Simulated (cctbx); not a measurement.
**Diagnosing a refinement**

Cell a = 7.6300 Å, b = 7.6300 Å, c = 20.8560 Å, α = 90.00°, β = 90.00°, γ = 120.00°; space group P3_121 (no. 152). The compound is NaP2I5O.

The data are simulated with cctbx, not measured: Mo Kα, λ = 0.71073 Å, to d = 0.65 Å, 95 % of the full sphere, strongest reflection 40000 counts, noise from counting, a 4 % proportional error and a noise floor of 8 counts (s.d.); no absorption.

An anisotropic refinement with weights 1/σ² prints:

```text
Rint 0.031, 330 unique reflections to 1.31 A
cycle     R1     wR2    GooF  max shift (A)
   1  0.0165  0.0448   1.829   0.03491
   3  0.0091  0.0228   0.930   0.00006
final R1 0.0091 wR2 0.0228 GooF 0.930  parameters 42  data/parameter 7.9
atom        x        y        z      Ueq    occ   su(xyz)  su(Uiso or U11)
I1     0.27585  0.27585  0.00000   0.0152  1.000  0.00009  0.0004
I2     0.66689  0.06734  0.01061   0.0098  1.000  0.00007  0.0005
I3     0.68220  0.32083  0.50722   0.0081  1.000  0.00009  0.0005
P1     0.32433  0.01689  0.58068   0.0232  1.000  0.00032  0.0018
Na1    0.30716  0.00000  0.83333   0.0271  1.000  0.00061  0.0032
O1     0.06442  0.06442  0.50000   0.0208  1.000  0.00083  0.0035
difference map: max 0.18 min -0.16 rms 0.05
Q1    0.0590  0.6720  0.4166    6    0.18  1.73 A from I2
Q2    0.0541  0.7201  0.2443    6    0.17  2.27 A from I2
Q3    0.0801  0.1544  0.3901    6    0.16  1.71 A from P1
Q4    0.2620  0.5431  0.9424    6    0.16  2.07 A from P1
Q5    0.2129  0.6282  0.0880    6    0.16  1.79 A from I3
Q6    0.0571  0.0932  0.7525    6    0.15  1.88 A from O1
```

Q: Accept it or mend it, and why?

Mend it. The fault: data cut at low resolution. Against the right model at the same level, R1 goes from 0.0126 to 0.0091 and GooF from 0.95 to 0.93. The atoms are right, but there are too few data for the parameters: R1 flatters and the s.u.s grow. Data per parameter fall from 63.7 to 7.9.

The compound is NaP2I5O. The right model at the same level gives:

```text
Rint 0.039, 2676 unique reflections to 0.65 A
cycle     R1     wR2    GooF  max shift (A)
   1  0.0374  0.0964   3.074   0.01403
   6  0.0126  0.0298   0.950   0.00038
final R1 0.0126 wR2 0.0298 GooF 0.950  parameters 42  data/parameter 63.7
atom        x        y        z      Ueq    occ   su(xyz)  su(Uiso or U11)
I1     0.27577  0.27577  0.00000   0.0158  1.000  0.00003  0.0001
I2     0.66691  0.06727  0.01060   0.0103  1.000  0.00002  0.0001
I3     0.68222  0.32073  0.50721   0.0084  1.000  0.00002  0.0001
P1     0.32421  0.01690  0.58073   0.0237  1.000  0.00012  0.0003
Na1    0.30772  0.00000  0.83333   0.0282  1.000  0.00030  0.0008
O1     0.06552  0.06552  0.50000   0.0199  1.000  0.00038  0.0010
Flack x: 0.05(3)
Hooft y: -0.007(31)  Bijvoet pairs: 1094
difference map: max 0.47 min -0.45 rms 0.11
Q1    0.0273  0.6369  0.7447    6    0.52  1.81 A from I1
Q2    0.2683  0.6419  0.9482    6    0.42  1.85 A from I2
Q3    0.1036  0.7299  0.4205    6    0.42  1.98 A from I2
Q4    0.1129  0.5990  0.2225    6    0.40  2.13 A from I3
Q5    0.0709  0.1170  0.7514    6    0.40  1.97 A from O1
Q6    0.0048  0.7021  0.1060    6    0.39  2.19 A from O1
```

This is a model crystal, built by substitution and not relaxed, with assumed displacement parameters.

[Middle refinement cycles are left out of these outputs.]

[Logs are printed without paths, hosts, clocks, repeated set-up lines and the standing remarks that a program may print on its own settings, such as how far it seeks lower states.]
